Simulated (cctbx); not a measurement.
**Diagnosing a refinement**

Cell a = 5.2670 Å, b = 5.2670 Å, c = 4.3010 Å, α = 90.00°, β = 90.00°, γ = 120.00°; space group P6/mmm (no. 191).

The data are simulated with cctbx, not measured: Cu Kα, λ = 1.54184 Å, to d = 0.83 Å, 95 % of the full sphere, strongest reflection 5000 counts, noise from counting, a 6 % proportional error and a noise floor of 15 counts (s.d.); no absorption.

An anisotropic refinement with weights 1/σ² prints:

```text
Rint 0.061, 58 unique reflections to 0.83 A
cycle     R1     wR2    GooF  max shift (A)
   1  0.0807  0.1908   6.259   0.00000
   2  0.0396  0.0925   3.034   0.00000
final R1 0.0396 wR2 0.0925 GooF 3.034  parameters 7  data/parameter 8.3
atom        x        y        z      Ueq    occ   su(xyz)  su(Uiso or U11)
Nd1    0.00000  0.00000  0.00000   0.0032  1.000  0.00000  0.0013
Te1    0.66667  0.33333  0.00000   0.0164  1.000  0.00000  0.0013
Ru1    0.00000  0.50000  0.50000   0.0075  1.000  0.00000  0.0016
difference map: max 2.94 min -3.21 rms 0.74
Q1    0.0000  0.5000  0.5000    3    2.98  0.00 A from Ru1
Q2    0.0000  0.0000  0.1287    2    1.88  0.55 A from Nd1
Q3    0.3333  0.6667  0.5000    2    1.68  1.52 A from Ru1
Q4    0.1488  0.2977  0.2235   12    1.28  1.66 A from Nd1
Q5    0.0815  0.5408  0.0000    6    1.22  1.15 A from Te1
Q6    0.0000  0.2856  0.0000    6    1.04  1.50 A from Nd1
```

**Question.** Can this result stand? If not, what is the likely fault?

Mend it. The fault: wrong element: Te1 is Ru. Against the right model at the same level, R1 goes from 0.0175 to 0.0396 and GooF from 1.11 to 3.03, U of Te1 swells from 0.0089 to 0.0164 Å² and a hole of -3.2 e/Å³ opens. Te1 has 8 electrons too many and its U swells to shed them, as expected.

The compound is NdRu5. The right model at the same level gives:

```text
Rint 0.061, 58 unique reflections to 0.83 A
cycle     R1     wR2    GooF  max shift (A)
   1  0.0227  0.0422   1.384   0.00000
   2  0.0175  0.0337   1.106   0.00000
final R1 0.0175 wR2 0.0337 GooF 1.106  parameters 7  data/parameter 8.3
atom        x        y        z      Ueq    occ   su(xyz)  su(Uiso or U11)
Nd1    0.00000  0.00000  0.00000   0.0065  1.000  0.00000  0.0005
Ru1    0.66667  0.33333  0.00000   0.0089  1.000  0.00000  0.0004
Ru2    0.00000  0.50000  0.50000   0.0111  1.000  0.00000  0.0006
difference map: max 1.57 min -0.81 rms 0.29
Q1    0.0000  0.0000  0.3829    2    1.59  1.65 A from Nd1
Q2    0.3333  0.6667  0.0000    2    0.93  0.00 A from Ru1
Q3    0.1542  0.3084  0.2350   12    0.80  1.73 A from Nd1
Q4    0.1877  0.3753  0.0000    6    0.68  1.33 A from Ru1
Q5    0.0000  0.5000  0.0000    3    0.64  1.52 A from Ru1
Q6    0.0000  0.2390  0.5000    6    0.53  1.37 A from Ru2
```

This is a model crystal, built by substitution and not relaxed, with assumed displacement parameters.

[Middle refinement cycles are left out of these outputs.]

[Logs are printed without paths, hosts, clocks, repeated set-up lines and the standing remarks that a program may print on its own settings, such as how far it seeks lower states.]
